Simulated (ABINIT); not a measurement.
## Quasiparticle gap of BaAlGeH (P3m1) in ABINIT

Wanted: ground state, empty states, screening and self-energy for BaAlGeH (P3m1).

Main program and level: ABINIT 10.8.3; PBEsol and many-body steps on it, plane waves.

**1. The starting structure**

It takes space group P3m1 (No. 156, trigonal). The conventional cell has a = 4.345 Å, b = 4.345 Å, c = 5.216 Å, α = 90.00°, β = 90.00°, γ = 120.00°. Nearest to Ba lie 3 H at 2.60 Å. Nearest to Al lie 1 H at 1.73 Å and 3 Ge at 2.55 Å. Nearest to Ge lie 3 Al at 2.55 Å. Nearest to H lie 1 Al at 1.73 Å and 3 Ba at 2.60 Å. Farther neighbours are not listed.

The cell and positions come from the Crystallography Open Database and are kept as given unless a step says otherwise. Spin-orbit coupling is left out unless a step names it.

**2. Ground state**

This step: ABINIT 10.8.3; DFT, PBEsol, plane waves, norm-conserving pseudopotentials.

The ground-state density comes first.

run.abi reads:

```
acell 3*1.0 Angstrom
rprim 
  4.344840000012 -0.000000000003 0.000000000000
  -2.172420000004 3.762741815391 0.000000000000
  0.000000000000 0.000000000000 5.216060000000
ntypat 4
znucl 56 13 32 1
natom 4
typat 1 2 3 4
xred 
  0.000000000000 0.000000000000 0.000000000000
  0.666666666667 0.333333333333 0.539500000000
  0.333333333333 0.666666666667 0.455100000000
  0.666666666667 0.333333333333 0.870300000000
pp_dirpath "pseudos"
pseudos "Ba.upf, Al.upf, Ge.upf, H.upf"
ecut 56
ngkpt 6 6 4
nshiftk 1
shiftk 0 0 0
kptopt 1
chksymbreak 0
nband 24
occopt 1
tolvrs 1e-10
nstep 60
prtwf 0
optforces 0
optstress 0
indata_prefix "in"
outdata_prefix "out"
tmpdata_prefix "tmp"
```

The run is started by

```sh
OMP_NUM_THREADS=1 mpirun -n 4 abinit run.abi > log
```

Numbers of over 12 decimals in the logs are rounded to 6 here.

Log:

```text
.Version 10.8.3 of ABINIT. v10.8.2 released Aug 2026.

 Symmetries : space group P3 m 1 (#156); Bravais hP (primitive hexag.)
================================================================================
 Values of the parameters that define the memory need of the present run
     intxc =       0    ionmov =       0      iscf =       7    lmnmax =       6
     lnmax =       6     mgfft =      72  mpssoang =       3    mqgrid =    3321
     natom =       4  nloc_mem =       1    nspden =       1   nspinor =       1
    nsppol =       1      nsym =       6    n1xccc =    2501    ntypat =       4
    occopt =       1   xclevel =       2
-    mband =          24        mffmem =           1         mkmem =           6
       mpw =       11535          nfft =      259200          nkpt =          24
================================================================================
  Rough estimation (10% accuracy) of disk space for files :
================================================================================

--------------------------------------------------------------------------------
------------- Echo of variables that govern the present computation ------------
--------------------------------------------------------------------------------
 -outvars: echo values of preprocessed input variables --------
            acell      1.8897261259E+00  1.8897261259E+00  1.8897261259E+00 Bohr

      chksymbreak           0
             ecut      5.60000000E+01 Hartree
-          fftalg         312

              ixc     -116133
              kpt      0.00000000E+00  0.00000000E+00  0.00000000E+00
                       1.66666667E-01  0.00000000E+00  0.00000000E+00
                       3.33333333E-01  0.00000000E+00  0.00000000E+00
                       5.00000000E-01  0.00000000E+00  0.00000000E+00
                       1.66666667E-01  1.66666667E-01  0.00000000E+00
                       3.33333333E-01  1.66666667E-01  0.00000000E+00
                       3.33333333E-01  3.33333333E-01  0.00000000E+00
                       0.00000000E+00  0.00000000E+00  2.50000000E-01
                       1.66666667E-01  0.00000000E+00  2.50000000E-01
   [... 13 further rows ...]
                       3.33333333E-01  1.66666667E-01  5.00000000E-01
                       3.33333333E-01  3.33333333E-01  5.00000000E-01
         kptrlatt        6    0    0      0    6    0      0    0    4
          kptrlen      3.94276994E+01
P           mkmem           6
            natom           4
            nband          24
            ngfft          60      60      72
             nkpt          24
            nstep          60
             nsym           6
           ntypat           4
              occ      2.000000  2.000000  2.000000  2.000000  2.000000  2.000000
                       2.000000  2.000000  2.000000  2.000000  2.000000  2.000000
                       2.000000  2.000000  2.000000  2.000000  2.000000  2.000000
                       0.000000  0.000000  0.000000  0.000000  0.000000  0.000000
        optforces           0
        optstress           0
            prtwf           0
            rprim      4.3448400000E+00 -3.0000000000E-12  0.0000000000E+00
[...]
spgroup         156

           tolvrs      1.00000000E-10

             xred      0.0000000000E+00  0.0000000000E+00  0.0000000000E+00
[...]
znucl       56.00000   13.00000   32.00000    1.00000

================================================================================

 chkinp: Checking input parameters for consistency.

================================================================================
== DATASET  1 ==================================================================
-   mpi_nproc: 4, omp_nthreads: 1 (-1 if OMP is not activated)

--- !DatasetInfo
iteration_state: {dtset: 1, }
dimensions: {natom: 4, nkpt: 24, mband: 24, nsppol: 1, nspinor: 1, nspden: 1, mpw: 11535, }
cutoff_energies: {ecut:  56.0, pawecutdg:  -1.0, }
electrons: {nelect:   3.60000000E+01, charge:   0.00000000E+00, occopt:   1.00000000E+00, tsmear:   1.00000000E-02, }

 Real(R)+Recip(G) space primitive vectors, cartesian coordinates (Bohr,Bohr^-1):
 R(1)=  8.2105577  0.0000000  0.0000000  G(1)=  0.1217944  0.0703180  0.0000000
 R(2)= -4.1052788  7.1105515  0.0000000  G(2)=  0.0000000  0.1406361  0.0000000
 R(3)=  0.0000000  0.0000000  9.8569249  G(3)=  0.0000000  0.0000000  0.1014515
 Unit cell volume ucvol=  5.7546298E+02 bohr^3
 Angles (23,13,12)=  9.00000000E+01  9.00000000E+01  1.20000000E+02 degrees

 getcut: wavevector=  0.0000  0.0000  0.0000  ngfft=  60  60  72
         ecut(hartree)=     56.000   => boxcut(ratio)=   2.16836

--- Pseudopotential description ------------------------------------------------
- Ba Generated using ONCVPSP code by D. R. Hamann
- 56.00000  10.00000  180301                  znucl, zion, pspdat
12 -116133 2 -1 1936                          pspcod,pspxc,lmax,lloc,mmax
     nproj     2     2     2
  pspatm : epsatm=   22.57506632
         --- l  ekb(1:nproj) -->
[...]
pspatm: atomic psp has been read  and splines computed

- Al Generated using ONCVPSP code by D. R. Hamann
- 13.00000   3.00000  180301                  znucl, zion, pspdat
12 -116133 2 -1 1876                          pspcod,pspxc,lmax,lloc,mmax
     nproj     2     2     2
  pspatm : epsatm=    0.68509285
         --- l  ekb(1:nproj) -->
[...]
pspatm: atomic psp has been read  and splines computed

- Ge Generated using ONCVPSP code by D. R. Hamann
- 32.00000  22.00000  180301                  znucl, zion, pspdat
12 -116133 2 -1 1560                          pspcod,pspxc,lmax,lloc,mmax
     nproj     2     2     2
  pspatm : epsatm=   22.55990694
         --- l  ekb(1:nproj) -->
[...]
pspatm: atomic psp has been read  and splines computed

- H Generated using ONCVPSP code by D. R. Hamann
-  1.00000   1.00000  180301                  znucl, zion, pspdat
12 -116133 1 -1 1180                          pspcod,pspxc,lmax,lloc,mmax
     nproj     2     1     0
  pspatm : epsatm=    0.35585368
         --- l  ekb(1:nproj) -->
[...]
1   -0.494138
 pspatm: atomic psp has been read  and splines computed

   1.66233311E+03                                ecore*ucvol(ha*bohr**3)
--------------------------------------------------------------------------------

_setup2: Arith. and geom. avg. npw (full set) are   11518.840   11518.833

================================================================================

--- !BeginCycle
iteration_state: {dtset: 1, }
solver: {iscf: 7, nstep: 60, nline: 4, wfoptalg: 0, }
tolerances: {tolvrs: 1.00E-10, }

     iter   Etot(hartree)      deltaE(h)  residm     vres2
 ETOT  1  -305.13574487022    -3.051E+02 9.678E-01 1.519E+04
 ETOT  2  -308.09122561046    -2.955E+00 6.542E-02 3.034E+04
 ETOT  3  -310.12160237372    -2.030E+00 5.858E-02 5.548E+03
 ETOT  4  -310.40774994325    -2.861E-01 2.727E-02 1.650E+03
 ETOT  5  -310.51342302835    -1.057E-01 2.219E-02 2.286E+02
 ETOT  6  -310.52704909977    -1.363E-02 2.187E-03 2.341E+01
 ETOT  7  -310.52867501495    -1.626E-03 6.714E-03 4.879E-02
 ETOT  8  -310.52867670454    -1.690E-06 1.645E-03 1.080E-02
 ETOT  9  -310.52867772241    -1.018E-06 2.298E-03 3.977E-05
 ETOT 10  -310.52867772691    -4.503E-09 2.956E-04 9.000E-06
 ETOT 11  -310.52867772729    -3.816E-10 2.441E-04 1.639E-07
 ETOT 12  -310.52867772732    -3.445E-11 1.328E-04 6.297E-09
 ETOT 13  -310.52867772731     8.868E-12 1.420E-04 5.476E-11

 At SCF step   13       vres2   =  5.48E-11 < tolvrs=  1.00E-10 =>converged.

--- !ResultsGS
iteration_state: {dtset: 1, }
comment   : Summary of ground state results
lattice_vectors:
- [  8.2105577,  -0.0000000,   0.0000000, ]
- [ -4.1052788,   7.1105515,   0.0000000, ]
- [  0.0000000,   0.0000000,   9.8569249, ]
lattice_lengths: [   8.21056,    8.21056,    9.85692, ]
lattice_angles: [ 90.000,  90.000, 120.000, ] # degrees, (23, 13, 12)
lattice_volume:   5.7546298E+02
convergence: {deltae:  8.868E-12, res2:  5.476E-11, residm:  1.420E-04, diffor:  0.000E+00, }
etotal    :  -3.10528678E+02
entropy   :   0.00000000E+00
fermie    :   2.16286011E-01
cartesian_stress_tensor: null
pressure_GPa: null
xred      :
- [  0.0000E+00,   0.0000E+00,   0.0000E+00, Ba]
- [  6.6667E-01,   3.3333E-01,   5.3950E-01, Al]
- [  3.3333E-01,   6.6667E-01,   4.5510E-01, Ge]
- [  6.6667E-01,   3.3333E-01,   8.7030E-01,  H]
cartesian_forces: null
force_length_stats: {min: null, max: null, mean: null, }

 Integrated electronic density in atomic spheres:
 ------------------------------------------------
 Atom  Sphere_radius  Integrated_density
[...]
4        2.00000          1.38343472
================================================================================

 ----iterations are completed or convergence reached----

 Mean square residual over all n,k,spin=   53.942E-08; max=  14.197E-05
 reduced coordinates (array xred) for    4 atoms
       0.000000000000      0.000000000000      0.000000000000
       0.666666666667      0.333333333333      0.539500000000
       0.333333333333      0.666666666667      0.455100000000
       0.666666666667      0.333333333333      0.870300000000
 rms dE/dt=  0.0000E+00; max dE/dt=  0.0000E+00; dE/dt below (all hartree)
    1       0.000000000000      0.000000000000      0.000000000000
    2       0.000000000000      0.000000000000      0.000000000000
    3       0.000000000000      0.000000000000      0.000000000000
    4       0.000000000000      0.000000000000      0.000000000000

 cartesian coordinates (angstrom) at end:
    1      0.000000     0.000000     0.000000
    2      2.172420     1.254247     2.814064
    3      1.33e-12     2.508495     2.373829
    4      2.172420     1.254247     4.539537
 length scales=  1.889726125908  1.889726125908  1.889726125908 bohr
              =  1.000000000000  1.000000000000  1.000000000000 angstroms
 prteigrs : about to open file out_EIG
 Fermi (or HOMO) energy (hartree) =   0.21629   Average Vxc (hartree)=  -0.35362
 Eigenvalues (hartree) for nkpt=  24  k points:
 kpt#   1, nband= 24, wtk=  0.00694, kpt=  0.0000  0.0000  0.0000 (reduced coord)
  -5.73940   -3.80315   -3.80315   -3.80229   -0.78630   -0.64019   -0.64019   -0.63857
  -0.63857   -0.63841   -0.24865   -0.23497   -0.23497   -0.12397    0.05987    0.18795
   0.20080    0.20080    0.25789    0.33764    0.33764    0.37647    0.37689    0.38058
 prteigrs : prtvol=0 or 1, do not print more k-points.

--- !EnergyTerms
iteration_state     : {dtset: 1, }
comment             : Components of total free energy in Hartree
kinetic             :  1.41708971993449E+02
hartree             :  1.45499219716856E+02
xc                  : -3.53376617098925E+01
Ewald energy        : -1.27317646753708E+02
psp_core            :  2.88868820079072E+00
local_psp           : -3.70561720854510E+02
non_local_psp       : -6.74085283203014E+01
total_energy        : -3.10528677727315E+02
total_energy_eV     : -8.44991579009172E+03
band_energy         : -4.28926699645623E+01

== END DATASET(S) ==============================================================
================================================================================

 -outvars: echo values of variables after computation  --------
           etotal     -3.1052867773E+02
            nband          24
             nkpt          24
          spgroup         156
 [... the other variables as echoed above ...]

 Calculation completed.
```

It took 3.5 min on 4 MPI ranks of Intel Xeon Platinum 8259CL at 2.50GHz (Skylake/Cascade Lake), shared host; peak memory 0.71 GiB.

This step gave:

```
total energy               : -8449.9158 eV
gap                        : 0.7867 eV
k of the valence top       : 0, 0, 0.5
k of the conduction bottom : 0.5, 0, 0
least direct gap           : 1.302 eV
```

The gap is indirect, with the least direct gap 0.52 eV higher.

**3. Empty states on the mesh, 3×3×2 mesh, 80 bands**

The sums over transitions need many empty states on a uniform mesh; this step solves for them.

Changes to run.abi since step 2:

```diff
@@ -17,3 +17,3 @@
 ecut 56
-ngkpt 6 6 4
+ngkpt 3 3 2
 nshiftk 1
@@ -22,9 +22,10 @@
 chksymbreak 0
-nband 24
-occopt 1
-tolvrs 1e-10
+iscf -2
+irdden 1
+istwfk *1
+nband 80
+nbdbuf 6
+tolwfr 1e-09
 nstep 60
-prtwf 0
-optforces 0
-optstress 0
+prtvol 0
 indata_prefix "in"
```

Log:

```text
.Version 10.8.3 of ABINIT. v10.8.2 released Aug 2026.

 Symmetries : space group P3 m 1 (#156); Bravais hP (primitive hexag.)
[... echo of the input left out ...]
== DATASET  1 ==================================================================
-   mpi_nproc: 4, omp_nthreads: 1 (-1 if OMP is not activated)

--- !DatasetInfo
iteration_state: {dtset: 1, }
dimensions: {natom: 4, nkpt: 6, mband: 80, nsppol: 1, nspinor: 1, nspden: 1, mpw: 11532, }
cutoff_energies: {ecut:  56.0, pawecutdg:  -1.0, }
electrons: {nelect:   3.60000000E+01, charge:   0.00000000E+00, occopt:   1.00000000E+00, tsmear:   1.00000000E-02, }

 Real(R)+Recip(G) space primitive vectors, cartesian coordinates (Bohr,Bohr^-1):
 R(1)=  8.2105577  0.0000000  0.0000000  G(1)=  0.1217944  0.0703180  0.0000000
 R(2)= -4.1052788  7.1105515  0.0000000  G(2)=  0.0000000  0.1406361  0.0000000
 R(3)=  0.0000000  0.0000000  9.8569249  G(3)=  0.0000000  0.0000000  0.1014515
 Unit cell volume ucvol=  5.7546298E+02 bohr^3
 Angles (23,13,12)=  9.00000000E+01  9.00000000E+01  1.20000000E+02 degrees

 getcut: wavevector=  0.0000  0.0000  0.0000  ngfft=  60  60  72
         ecut(hartree)=     56.000   => boxcut(ratio)=   2.16836

--- Pseudopotential description ------------------------------------------------
- Ba Generated using ONCVPSP code by D. R. Hamann
- 56.00000  10.00000  180301                  znucl, zion, pspdat
12 -116133 2 -1 1936                          pspcod,pspxc,lmax,lloc,mmax
     nproj     2     2     2
  pspatm : epsatm=   22.57506632
         --- l  ekb(1:nproj) -->
             0    6.556682    0.638229
             1    5.348860    0.533728
             2    4.518908    0.934050
 pspatm: atomic psp has been read  and splines computed

- Al Generated using ONCVPSP code by D. R. Hamann
- 13.00000   3.00000  180301                  znucl, zion, pspdat
12 -116133 2 -1 1876                          pspcod,pspxc,lmax,lloc,mmax
     nproj     2     2     2
  pspatm : epsatm=    0.68509285
         --- l  ekb(1:nproj) -->
[...]
pspatm: atomic psp has been read  and splines computed

- Ge Generated using ONCVPSP code by D. R. Hamann
- 32.00000  22.00000  180301                  znucl, zion, pspdat
12 -116133 2 -1 1560                          pspcod,pspxc,lmax,lloc,mmax
     nproj     2     2     2
  pspatm : epsatm=   22.55990694
         --- l  ekb(1:nproj) -->
[...]
pspatm: atomic psp has been read  and splines computed

- H Generated using ONCVPSP code by D. R. Hamann
-  1.00000   1.00000  180301                  znucl, zion, pspdat
12 -116133 1 -1 1180                          pspcod,pspxc,lmax,lloc,mmax
     nproj     2     1     0
  pspatm : epsatm=    0.35585368
         --- l  ekb(1:nproj) -->
[...]
1   -0.494138
 pspatm: atomic psp has been read  and splines computed

[...]
prteigrs : about to open file out_EIG
 Non-SCF case, kpt    1 (  0.00000  0.00000  0.00000), residuals and eigenvalues=
  6.46E-10  1.86E-10  1.63E-10  6.32E-10  7.88E-10  7.70E-10  9.64E-10  4.88E-10
  5.83E-10  7.50E-10  3.48E-10  3.89E-10  9.78E-10  5.74E-10  7.48E-10  2.73E-10
  2.88E-10  8.25E-10  3.21E-10  2.91E-10  6.38E-10  3.50E-10  5.88E-10  7.00E-10
[...]
-5.7394E+00 -3.8031E+00 -3.8031E+00 -3.8023E+00 -7.8630E-01 -6.4019E-01
 -6.4019E-01 -6.3857E-01 -6.3857E-01 -6.3841E-01 -2.4865E-01 -2.3497E-01
 -2.3497E-01 -1.2397E-01  5.9873E-02  1.8795E-01  2.0080E-01  2.0080E-01
[...]
1.4116E+00  1.4361E+00  1.4361E+00  1.4425E+00  1.4561E+00  1.4730E+00
  1.4730E+00  1.4995E+00  1.4995E+00  1.5203E+00  1.5345E+00  1.5345E+00
  1.5665E+00  1.5967E+00
 prteigrs : prtvol=0 or 1, do not print more k-points.

--- !ResultsGS
iteration_state: {dtset: 1, }
comment   : Summary of ground state results
lattice_vectors:
- [  8.2105577,  -0.0000000,   0.0000000, ]
- [ -4.1052788,   7.1105515,   0.0000000, ]
- [  0.0000000,   0.0000000,   9.8569249, ]
lattice_lengths: [   8.21056,    8.21056,    9.85692, ]
lattice_angles: [ 90.000,  90.000, 120.000, ] # degrees, (23, 13, 12)
lattice_volume:   5.7546298E+02
convergence: {deltae:  0.000E+00, res2:  0.000E+00, residm:  9.973E-10, diffor:  0.000E+00, }
etotal    :  -3.10528678E+02
entropy   :   0.00000000E+00
fermie    :   2.16286011E-01
cartesian_stress_tensor: null
pressure_GPa: null
xred      :
- [  0.0000E+00,   0.0000E+00,   0.0000E+00, Ba]
- [  6.6667E-01,   3.3333E-01,   5.3950E-01, Al]
- [  3.3333E-01,   6.6667E-01,   4.5510E-01, Ge]
- [  6.6667E-01,   3.3333E-01,   8.7030E-01,  H]
cartesian_forces: null
force_length_stats: {min: null, max: null, mean: null, }

 Integrated electronic density in atomic spheres:
 ------------------------------------------------
 Atom  Sphere_radius  Integrated_density
[...]
================================================================================

 ----iterations are completed or convergence reached----

 Mean square residual over all n,k,spin=   54.473E-11; max=  99.733E-11
 reduced coordinates (array xred) for    4 atoms
[...]
0.333333333333      0.666666666667      0.455100000000
       0.666666666667      0.333333333333      0.870300000000

 cartesian coordinates (angstrom) at end:
    1      0.000000     0.000000     0.000000
    2      2.172420     1.254247     2.814064
    3      1.33e-12     2.508495     2.373829
    4      2.172420     1.254247     4.539537
 length scales=  1.889726125908  1.889726125908  1.889726125908 bohr
              =  1.000000000000  1.000000000000  1.000000000000 angstroms
 prteigrs : about to open file out_EIG
 Eigenvalues (hartree) for nkpt=   6  k points:
 kpt#   1, nband= 80, wtk=  0.05556, kpt=  0.0000  0.0000  0.0000 (reduced coord)
[...]
1.39778    1.41163    1.41163    1.43613    1.43613    1.44254    1.45612    1.47304
   1.47304    1.49952    1.49952    1.52029    1.53452    1.53452    1.56654    1.59670
 prteigrs : prtvol=0 or 1, do not print more k-points.

== END DATASET(S) ==============================================================
================================================================================

 -outvars: echo values of variables after computation  --------
            nband          80
             nkpt           6
          spgroup         156
 [... the other variables as echoed above ...]

 Calculation completed.
```

Wall time 2 min (4 MPI ranks); peak memory 0.5 GiB; 8.1 min of CPU time.

This step gave:

```yaml
gap: 1.132 eV
k_of_the_valence_top: 0, 0, 0.5
k_of_the_conduction_bottom: 0, 0, 0
least_direct_gap: 1.350 eV
k_points_computed: 6
lowest_point_of_the_top_converged_band_above_the_valence_top: 34.31 eV
```

On this mesh the gap is 1.132 eV. The earlier step found 0.787 eV, so this mesh misses an edge.

(Continued in part 2 of 2.)

[Paths, hosts, dates, memory and timing lines, banners, echoed tables and standing remarks are left out of the program output.]

[Logs are printed without paths, hosts, clocks, repeated set-up lines and the standing remarks that a program may print on its own settings, such as how far it seeks lower states.]

[Runs of the session that timed out or met a known fault of the program may be left out.]

[Hosts, paths, dates, database ids (printed as entryN), source tags and the programs' standing remarks are cut or masked in the printed files.]

[G0W0 gaps are taken among the corrected bands and points alone; a level outside them can change the order at an edge.]

[Where Ansatz stands beside ABINIT at settings called matched, ABINIT's density can come from a denser mesh and the files from another edition; pairs whose starting gaps differed by over 0.03 eV were left out, so agreement reads better than it is.]
